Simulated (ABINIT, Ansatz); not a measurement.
# Tb (P6_3/mmc): from the cell to the phonon bands, part 2 of 3

How does Tb (P6_3/mmc) vibrate, and is this structure a minimum?

ABINIT 10.8.3; DFT PBE, scalar-relativistic, plane waves, PseudoDojo norm-conserving, 4f in core pseudopotentials.

So far. Step 3 (Relaxation): The volume changes by +0.8 % in this run and stands +0.8 % from the first cell. Step 4 (Ground state): The cell stands at -0.62 GPa: the relaxation ran with a smoothed and higher cutoff, and the difference is a stress of the finite basis. The relaxed cell has a = 3.619, c = 5.682 Å (conventional setting).

**5. Linear response at Γ**

At q = 0 one unit cell holds all displacements. The response is solved for single atoms along the cell's directions, and symmetry skips those that follow from others. The crystal is treated as a metal, which screens a static field, so no field response is asked.

Input file dfpt_gamma.abi:

```

# common to the responses
getwfk_filepath "gso_WFK"
kptopt 2
nqpt 1
qpt 0.0 0.0 0.0
asr 0
chneut 0

# displacements
rfphon 1
rfatpol 1 2
rfdir 1 1 1
tolvrs 1.0d-10
prtwf 0
prtpot 1

# basis, mesh and filling
ecut 21.0
ngkpt 9 9 6
nshiftk 1
shiftk 0.0 0.0 0.0
istwfk *1
occopt 7
tsmear 0.01
nband 18
nstep 100
diemac 1000000.0
prtebands 0
prtgsr 0

# cell and atoms
acell 6.83984534 6.83984534 10.73777267
rprim 
    1.0 0.0 0.0
    -0.5 0.8660254038 0.0
    0.0 0.0 1.0
ntypat 1
znucl 65
natom 2
typat 1 1
xred 
    1/3 2/3 0.25
    2/3 1/3 0.75
pp_dirpath "./pseudo"
pseudos "Tb.upf"
```

On the command line:

```bash
OMP_NUM_THREADS=1 mpirun -n 4 abinit dfpt_gamma.abi > dfpt_gamma.log
```

Numbers of over 12 decimals in the logs are rounded to 6 here.

dfpt_gamma.abo, the main output file:

```text
[banners, grids, parts of the stress and lines that vanish by symmetry left out]
- input  file    -> dfpt_gamma.abi
- output file    -> dfpt_gamma.abo
- root for input  files -> dfpt_gammai
- root for output files -> dfpt_gammao

 Symmetries : space group P6_3/m m c (#194); Bravais hP (primitive hexag.)
================================================================================
 Values of the parameters that define the memory need of the present run (RF).
     intxc =       0      iscf =       7    lmnmax =       7     lnmax =       7
     mgfft =      48  mpssoang =       4    mqgrid =    3001     natom =       2
  nloc_mem =       1    nspden =       1   nspinor =       1    nsppol =       1
      nsym =      24    n1xccc =    2501    ntypat =       1    occopt =       7
   xclevel =       2
-    mband =          18        mffmem =           1         mkmem =          61
-   mkqmem =          61        mk1mem =          61           mpw =        2031
      nfft =       43200          nkpt =         244
- my_mband =          18
================================================================================
================================================================================

--------------------------------------------------------------------------------
------------- Echo of variables that govern the present computation ------------
--------------------------------------------------------------------------------
-
- outvars: echo of selected default values
-   iomode0 =  0 , fftalg0 =312 , wfoptalg0 =  0
-
- outvars: echo of global parameters not present in the input file
-  max_nthreads =    1
-
 -outvars: echo values of preprocessed input variables
 [... echo left out ...]
================================================================================

 chkinp: Checking input parameters for consistency.

[...]
== DATASET  1 ==================================================================
-   mpi_nproc: 4, omp_nthreads: 1 (-1 if OMP is not activated)

--- !DatasetInfo
iteration_state: {dtset: 1, }
dimensions: {natom: 2, nkpt: 244, mband: 18, nsppol: 1, nspinor: 1, nspden: 1, mpw: 2031, }
cutoff_energies: {ecut:  21.0, pawecutdg:  -1.0, }
electrons: {nelect:   2.20000000E+01, charge:   0.00000000E+00, occopt:   7.00000000E+00, tsmear:   1.00000000E-02, }
meta: {optdriver: 1, rfphon: 1, }
...

 mkfilename: getwfk from: gso_WFK

 Real(R)+Recip(G) space primitive vectors, cartesian coordinates (Bohr,Bohr^-1):
 R(1)=  6.8398453  0.0000000  0.0000000  G(1)=  0.1462021  0.0844098  0.0000000
 R(2)= -3.4199227  5.9234798  0.0000000  G(2)=  0.0000000  0.1688197  0.0000000
 R(3)=  0.0000000  0.0000000 10.7377727  G(3)=  0.0000000  0.0000000  0.0931292
 Unit cell volume ucvol=  4.3504822E+02 bohr^3
 Angles (23,13,12)=  9.00000000E+01  9.00000000E+01  1.20000000E+02 degrees
 setup1 : take into account q-point for computing boxcut.

 getcut: wavevector=  0.0000  0.0000  0.0000  ngfft=  30  30  48
         ecut(hartree)=     21.000   => boxcut(ratio)=   2.12776

--- Pseudopotential description ------------------------------------------------
- pspini: atom type   1  psp file is ./pseudo/Tb.upf

   1.26817954E+03                                ecore*ucvol(ha*bohr**3)
--------------------------------------------------------------------------------

 ==>  initialize data related to q vector <==

 The list of irreducible perturbations for this q vector is:
    1)    idir= 1    ipert=   1
    2)    idir= 3    ipert=   1

[...]
The perturbation idir=   2  ipert=   1 is
 symmetric of a previously calculated perturbation.
 So, its SCF calculation is not needed.

 The perturbation idir=   1  ipert=   2 is
 symmetric of a previously calculated perturbation.
 So, its SCF calculation is not needed.

 The perturbation idir=   2  ipert=   2 is
 symmetric of a previously calculated perturbation.
 So, its SCF calculation is not needed.

 The perturbation idir=   3  ipert=   2 is
 symmetric of a previously calculated perturbation.
 So, its SCF calculation is not needed.

--------------------------------------------------------------------------------
 Perturbation wavevector (in red.coord.)   0.000000  0.000000  0.000000
 Perturbation : displacement of atom   1   along direction   1
 Found     2 symmetries that leave the perturbation invariant.

[...]
dfpt_looppert : total number of electrons, from k and k+q
  fully or partially occupied states are    2.200000E+01 and    2.200000E+01.
 Initialisation of the first-order wave-functions :
  ireadwf=   0

--- !BeginCycle
iteration_state: {dtset: 1, }
solver: {iscf: 7, nstep: 100, nline: 4, wfoptalg: 0, }
tolerances: {tolvrs: 1.00E-10, }
...

     iter   2DEtotal(Ha)        deltaE(Ha) residm    vres2
-ETOT  1  0.850420     -9.841E+02 1.285E+00 5.933E+01
 ETOT  2  0.533222     -3.172E-01 5.429E-02 5.452E+00
 ETOT  3  0.529245     -3.977E-03 1.270E-02 1.888E-01
 ETOT  4  0.529111     -1.340E-04 4.829E-03 1.851E-03
 ETOT  5  0.529110     -5.553E-07 2.240E-03 3.078E-04
[...]
At SCF step    9       vres2   =  8.41E-11 < tolvrs=  1.00E-10 =>converged.
[...]
Mean square residual over all n,k,spin=   51.576E-09; max=  13.476E-05

 Thirteen components of 2nd-order total energy (hartree) are
 1,2,3: 0th-order hamiltonian combined with 1st-order wavefunctions
     kin0=   6.84080729E+02 eigvalue=   1.29533673E+02  local=  -4.06010583E+02
 4,5,6: 1st-order hamiltonian combined with 1st and 0th-order wfs
 loc psp =  -1.33444517E+03  Hartree=   3.19306698E+02     xc=  -8.70734250E+01
 note that "loc psp" includes a xc core correction that could be resolved
 7,8,9: eventually, occupation + non-local contributions
    edocc=   1.35894774E+02     enl0=   2.08700441E+02   enl1=  -6.34419443E+02
 1-9 gives the relaxation energy (to be shifted if some occ is /=2.0)
   erelax=  -9.84432310E+02
 10,11,12 Non-relaxation  contributions : frozen-wavefunctions and Ewald
 fr.local=   6.44991927E+02 fr.nonlo=   3.17117880E+02  Ewald=   8.95828557E+00
 13,14 Frozen wf xc core corrections (1) and (2)
 frxc 1  =  -1.42739836E+02  frxc 2 =   1.56633164E+02
 Resulting in :
 2DEtotal=    0.5291102094E+00 Ha. Also 2DEtotal=    0.143978222735E+02 eV
    (2DErelax=   -9.8443231013E+02 Ha. 2DEnonrelax=    9.8496142034E+02 Ha)
    (  non-var. 2DEtotal :    5.2911197672E-01 Ha)

[...]
Perturbation wavevector (in red.coord.)   0.000000  0.000000  0.000000
 Perturbation : displacement of atom   1   along direction   3
 Found     6 symmetries that leave the perturbation invariant.

--------------------------------------------------------------------------------

--------------------------------------------------------------------------------

 dfpt_looppert : total number of electrons, from k and k+q
  fully or partially occupied states are    2.200000E+01 and    2.200000E+01.
 Initialisation of the first-order wave-functions :
  ireadwf=   0

--- !BeginCycle
iteration_state: {dtset: 1, }
solver: {iscf: 7, nstep: 100, nline: 4, wfoptalg: 0, }
tolerances: {tolvrs: 1.00E-10, }
...

     iter   2DEtotal(Ha)        deltaE(Ha) residm    vres2
-ETOT  1   22.394139145050     -2.716E+03 2.790E+00 7.027E+04
[...]
ETOT 10   3.744719     -1.637E-11 3.542E-08 1.248E-10
 ETOT 11   3.744719     -1.819E-11 1.504E-08 1.534E-11

 At SCF step   11       vres2   =  1.53E-11 < tolvrs=  1.00E-10 =>converged.
[...]
Mean square residual over all n,k,spin=   29.883E-12; max=  15.040E-09

 Thirteen components of 2nd-order total energy (hartree) are
 1,2,3: 0th-order hamiltonian combined with 1st-order wavefunctions
     kin0=   1.70275859E+03 eigvalue=   3.16057570E+02  local=  -1.00737079E+03
 4,5,6: 1st-order hamiltonian combined with 1st and 0th-order wfs
 loc psp =  -3.92061606E+03  Hartree=   1.10639544E+03     xc=  -2.17601706E+02
 note that "loc psp" includes a xc core correction that could be resolved
 7,8,9: eventually, occupation + non-local contributions
    edocc=   3.25494104E+02     enl0=   5.08605325E+02   enl1=  -1.54806101E+03
 1-9 gives the relaxation energy (to be shifted if some occ is /=2.0)
   erelax=  -2.73433854E+03
 10,11,12 Non-relaxation  contributions : frozen-wavefunctions and Ewald
 fr.local=   1.56952529E+03 fr.nonlo=   7.75367711E+02  Ewald=   3.58826450E+02
 13,14 Frozen wf xc core corrections (1) and (2)
 frxc 1  =  -3.51964169E+02  frxc 2 =   3.86327977E+02
 Resulting in :
 2DEtotal=    0.3744718947E+01 Ha. Also 2DEtotal=    0.101898993663E+03 eV
    (2DErelax=   -2.7343385354E+03 Ha. 2DEnonrelax=    2.7380832544E+03 Ha)
    (  non-var. 2DEtotal :    3.7447206918E+00 Ha)

[...]
---- first-order wavefunction calculations are completed ----

 ==> Compute Derivative Database <==

 [... matrices left out ...]
  Phonon wavevector (reduced coordinates) :  0.00000  0.00000  0.00000
 Phonon energies in Hartree :
  -7.166456E-06  1.546607E-06  1.546609E-06  2.794208E-04  2.794208E-04
   4.735694E-04
 Phonon frequencies in cm-1    :
- -1.572855E+00  3.394410E-01  3.394414E-01  6.132577E+01  6.132577E+01
-  1.039365E+02

== END DATASET(S) ==============================================================
================================================================================

 -outvars: echo values of variables after computation
            acell      6.8398453400E+00  6.8398453400E+00  1.0737772670E+01 Bohr
           etotal      3.7447189475E+00
            fcart      0.0000000000E+00  0.0000000000E+00  0.0000000000E+00
           strten      0.0000000000E+00  0.0000000000E+00  0.0000000000E+00
================================================================================
```

It took 2.1 min on 4 MPI ranks of Intel Xeon Platinum 8259CL at 2.50GHz (Skylake/Cascade Lake), shared host.

This step gave:

```
largest acoustic frequency at the zone centre before the sum rule : -1.57 cm⁻¹
highest optical zone-centre mode (no LO-TO term)                  : 103.9 cm⁻¹
lowest optical zone-centre mode                                   : 61.33 cm⁻¹
```

The acoustic modes at Γ come out as far as 1.6 cm⁻¹ from zero, where they should vanish, a small numerical error.

**6. Linear response on the mesh**

Linear response treats each wavevector of the 3×3×2 mesh in the unit cell; the first-order potentials are kept for the electron-phonon matrix elements.

Input file dfpt_q.abi:

```
ndtset 5

# wavevectors
qpt1 0.3333333333 0.0 0.0
qpt2 0.3333333333 0.3333333333 0.0
qpt3 0.0 0.0 0.5
qpt4 0.3333333333 0.0 0.5
qpt5 0.3333333333 0.3333333333 0.5

# displacements
getwfk_filepath "gso_WFK"
getwfq_filepath "gso_WFK"
kptopt 3
nqpt 1
rfphon 1
rfatpol 1 2
rfdir 1 1 1
tolvrs 1.0d-10
prtwf 0
prtpot 1

# basis, mesh and filling
ecut 21.0
ngkpt 9 9 6
nshiftk 1
shiftk 0.0 0.0 0.0
istwfk *1
occopt 7
tsmear 0.01
nband 18
nstep 100
diemac 1000000.0
prtebands 0
prtgsr 0

# cell and atoms
acell 6.83984534 6.83984534 10.73777267
rprim 
    1.0 0.0 0.0
    -0.5 0.8660254038 0.0
    0.0 0.0 1.0
ntypat 1
znucl 65
natom 2
typat 1 1
xred 
    1/3 2/3 0.25
    2/3 1/3 0.75
pp_dirpath "./pseudo"
pseudos "Tb.upf"
```

On the command line:

```bash
OMP_NUM_THREADS=1 mpirun -n 4 abinit dfpt_q.abi > dfpt_q.log
```

dfpt_q.abo, the main output file:

```text
[banners, grids, parts of the stress and lines that vanish by symmetry left out]
- input  file    -> dfpt_q.abi
- output file    -> dfpt_q.abo
- root for input  files -> dfpt_qi
[...]
DATASET    1 : space group P6_3/m m c (#194); Bravais hP (primitive hexag.)
[...]
nfft =       43200          nkpt =         486
[...]
DATASET    2 : space group P6_3/m m c (#194); Bravais hP (primitive hexag.)
[...]
nfft =       43200          nkpt =         486
[...]
DATASET    3 : space group P6_3/m m c (#194); Bravais hP (primitive hexag.)
[...]
nfft =       43200          nkpt =         486
[...]
DATASET    4 : space group P6_3/m m c (#194); Bravais hP (primitive hexag.)
[...]
nfft =       43200          nkpt =         486
[...]
DATASET    5 : space group P6_3/m m c (#194); Bravais hP (primitive hexag.)
[...]
nfft =       43200          nkpt =         486
[...]
== DATASET  1 ==================================================================
[...]
cutoff_energies: {ecut:  21.0, pawecutdg:  -1.0, }
[...]
Perturbation : displacement of atom   1   along direction   1
[...]
-ETOT  1   27.024477172592     -1.112E+03 1.422E+00 2.403E+05
 ETOT  2   42.650788129382      1.563E+01 1.951E+00 3.971E+05
 ETOT  3   2.068475     -4.058E+01 3.300E-01 8.794E+02
 ETOT  4   1.964325     -1.041E-01 3.533E-02 9.697E+00
 ETOT  5   1.961206     -3.120E-03 3.516E-02 5.757E-01
[...]
At SCF step   13       vres2   =  3.20E-12 < tolvrs=  1.00E-10 =>converged.
[...]
Perturbation : displacement of atom   1   along direction   2
[...]
-ETOT  1   1.699842     -1.002E+03 1.623E+00 5.168E+01
[...]
At SCF step   10       vres2   =  1.51E-11 < tolvrs=  1.00E-10 =>converged.
[...]
Perturbation : displacement of atom   1   along direction   3
[...]
-ETOT  1   8.866966     -2.595E+03 3.299E+00 1.047E+04
[...]
At SCF step   13       vres2   =  9.86E-12 < tolvrs=  1.00E-10 =>converged.
[...]
Phonon wavevector (reduced coordinates) :  0.33333  0.00000  0.00000
 Phonon energies in Hartree :
[...]
Phonon frequencies in cm-1    :
-  4.841487E+01  5.155978E+01  8.353910E+01  8.617319E+01  9.135596E+01
-  1.019425E+02
[...]
== DATASET  2 ==================================================================
[...]
cutoff_energies: {ecut:  21.0, pawecutdg:  -1.0, }
[...]
Perturbation : displacement of atom   1   along direction   1
[...]
-ETOT  1   6.860701     -1.099E+03 1.398E+00 1.559E+04
[...]
At SCF step   11       vres2   =  1.69E-11 < tolvrs=  1.00E-10 =>converged.
[...]
Perturbation : displacement of atom   1   along direction   3
[...]
-ETOT  1   5.689523     -2.542E+03 4.141E+00 1.561E+03
[...]
Phonon wavevector (reduced coordinates) :  0.33333  0.33333  0.00000
 Phonon energies in Hartree :
[...]
Phonon frequencies in cm-1    :
-  7.606806E+01  7.606806E+01  7.671858E+01  7.671859E+01  9.268945E+01
-  1.009774E+02
[...]
== DATASET  3 ==================================================================
[...]
cutoff_energies: {ecut:  21.0, pawecutdg:  -1.0, }
[...]
Perturbation : displacement of atom   1   along direction   1
[...]
-ETOT  1  0.909704     -9.839E+02 1.213E+00 6.974E+01
[...]
Perturbation : displacement of atom   1   along direction   3
[...]
-ETOT  1   286.25843690571     -2.855E+03 3.365E+00 4.090E+06
[...]
Phonon wavevector (reduced coordinates) :  0.00000  0.00000  0.50000
 Phonon energies in Hartree :
[...]
Phonon frequencies in cm-1    :
-  4.526319E+01  4.526319E+01  4.526319E+01  4.526319E+01  8.085743E+01
-  8.085743E+01
[...]
== DATASET  4 ==================================================================
[...]
cutoff_energies: {ecut:  21.0, pawecutdg:  -1.0, }
[...]
Perturbation : displacement of atom   1   along direction   1
[...]
-ETOT  1   17.783975278248     -1.099E+03 1.370E+00 9.195E+04
[...]
Perturbation : displacement of atom   1   along direction   2
[...]
-ETOT  1   1.613733     -1.002E+03 1.118E+00 4.798E+01
[...]
Perturbation : displacement of atom   1   along direction   3
[...]
-ETOT  1   50.032817422419     -2.626E+03 4.152E+00 2.636E+05
[...]
Phonon wavevector (reduced coordinates) :  0.33333  0.00000  0.50000
 Phonon energies in Hartree :
[...]
Phonon frequencies in cm-1    :
-  6.415223E+01  6.415356E+01  6.782906E+01  6.782906E+01  9.908398E+01
-  9.908485E+01
[...]
== DATASET  5 ==================================================================
[...]
cutoff_energies: {ecut:  21.0, pawecutdg:  -1.0, }
[...]
Perturbation : displacement of atom   1   along direction   1
[...]
-ETOT  1   4.888785     -1.096E+03 1.654E+00 7.311E+03
[...]
At SCF step   10       vres2   =  6.73E-11 < tolvrs=  1.00E-10 =>converged.
[...]
Perturbation : displacement of atom   1   along direction   3
[...]
-ETOT  1   10.415525321432     -2.559E+03 2.892E+00 1.458E+04
[...]
ETOT  9   4.393282     -2.465E-10 5.127E+00 3.934E-09
 ETOT 10   4.393282      3.365E-11 1.797E+00 6.883E-11
 At SCF step   10       vres2   =  6.88E-11 < tolvrs=  1.00E-10 =>converged.
[...]
Phonon wavevector (reduced coordinates) :  0.33333  0.33333  0.50000
 Phonon energies in Hartree :
[...]
Phonon frequencies in cm-1    :
-  4.581115E+01  4.581115E+01  9.557203E+01  9.557203E+01  1.001404E+02
-  1.001404E+02
[...]
strten3     0.0000000000E+00  0.0000000000E+00  0.0000000000E+00
           
================================================================================
```

It took 45 min on 4 MPI ranks; 3 h of CPU time.

Read from the output:

| Quantity | Value |
| --- | --- |
| lowest mode on the q mesh (acoustic ones at the zone centre apart) | 45.26 cm⁻¹ |

Frequencies (cm⁻¹) before the sum rule at the irreducible wavevectors but Γ, which is solved apart; negative means imaginary. Frequencies by wavevector:

```tsv
q (fractions)	star	mode 1	mode 2	mode 3	mode 4	mode 5	mode 6
0.3333 0 0	6	48.41	51.56	83.54	86.17	91.36	101.9
0.3333 0.3333 0	2	76.07	76.07	76.72	76.72	92.69	101
0 0 0.5	1	45.26	45.26	45.26	45.26	80.86	80.86
0.3333 0 0.5	6	64.15	64.15	67.83	67.83	99.08	99.08
0.3333 0.3333 0.5	2	45.81	45.81	95.57	95.57	100.1	100.1
```

(Continued in part 3 of 3.)

[Host names and launcher messages were left out of these logs when they were recorded.]

[Logs are printed without paths, hosts, clocks, repeated set-up lines and the standing remarks that a program may print on its own settings, such as how far it seeks lower states.]

[Hosts, paths, dates, database ids (printed as entryN), source tags and the programs' standing remarks are cut or masked in the printed files.]
